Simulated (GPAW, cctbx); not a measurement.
# By hand: from a DFT structure factor to an extinction distance in ZnSnPb2

ZnSnPb2, P4/nmm (no. 129, origin choice 1), a = 4.8948 Å, b = 4.8948 Å, c = 8.9704 Å, α = 90.00°, β = 90.00°, γ = 90.00°.

```
atom  mult.    x  y       z
 Pb1      2  1/2  0  0.7194
 Pb2      2    0  0       0
 Sn1      2  1/2  0  0.2960
 Zn1      2    0  0     1/2
```

The cell comes from substitution in a known structure type and wasn't matched to any measured phase.

A DFT run (GPAW, PBE, 450 eV, 5×5×3 k-points (along the axes of the calculation cell), Fermi–Dirac width 0.1 eV) gives the static X-ray structure factor of 110 as 34.812 e for the conventional cell; superposed free atoms give 34.691 e. **Problem.** Find the Fourier component V of the crystal potential and the two-beam extinction distance at 120 kV in both cases, then the holographic phase shift per nanometre.

## Step 1: Geometry

The cell volume is Ω = 214.92 Å³ and d(110) = 3.4611 Å, so g = 1/d = 0.2889 Å⁻¹.

## Step 2: The nuclei

Electrons feel nuclei as well as electrons, so the nuclear charges are summed with the same phases.

Phase sums Σ exp(2πi h·x), turned so that the total is real and positive: Pb 0.000, Sn +2.000, Zn -2.000. Then F_Z = 82 × (0.000) + 50 × (+2.000) + 30 × (-2.000) = 40.00 e. The electron term has the same sign for this reflection.

## Step 3: Mott–Bethe

Poisson's equation, term by term, gives V = (e/4πε₀)(F_Z − F)/(πΩg²), with e/4πε₀ = 14.3996 V Å.

The prefactor is 14.3996 × 3.4611²/(π × 214.92) = 0.25547 V per electron. Free atoms: (40.00 − 34.691) × 0.25547 = 1.356 V. Crystal: (40.00 − 34.812) × 0.25547 = 1.325 V. F changes by +0.35 % and V by -2.3 %: the same 0.12 e is measured against F_Z − F = 5.3 e in place of F = 34.7 e.

## Step 4: Extinction distance

In the two-beam case ξ = 1/(λU) with U = 2γm₀eV/h², that is ξ = 150.41 V Å²/(γλV).

At 120 kV, λ = 0.03349 Å and γ = 1.2348. Free atoms: ξ = 2681 Å. Crystal: ξ = 2744 Å. The thickness fringes go as sin²(πt/ξ), so the two patterns slip by a quarter of a period when t|1/ξ₁ − 1/ξ₀| = 1/4, at t ≈ 2941 nm, thicker than usual samples. Thermal motion, absorption and many-beam coupling, left out here, change a real pattern.

## Step 5: Phase shift

A slab run (normal [001], unrelaxed) gives a mean inner potential of 17.88 V; free atoms give 19.15 V. The phase shift is φ = C_E V₀ t, with C_E = (2π/λE)(E + m₀c²)/(E + 2m₀c²).

C_E = 8.638 × 10⁻³ rad/(V nm). The shift is 0.1545 rad/nm in the crystal and 0.1654 rad/nm for free atoms. A sample 50 nm thick gives φ = 7.72 rad; read with the free-atom value it would seem 46.7 nm thick.

## Step 6: Answer

V(110) is 1.33 V against 1.36 V, and ξ is 2744 against 2681 Å. The phase shift is 0.154 rad/nm, and free atoms would misjudge a thickness by -7 %. Limits: static atoms, two beams.

[Outputs are excerpts: Python notices, other lines and further rows are left out; steps that failed or that the build refused (PBEsol, TPSS) are not shown.]

[Logs are printed without paths, hosts, clocks, repeated set-up lines and the standing remarks that a program may print on its own settings, such as how far it seeks lower states.]
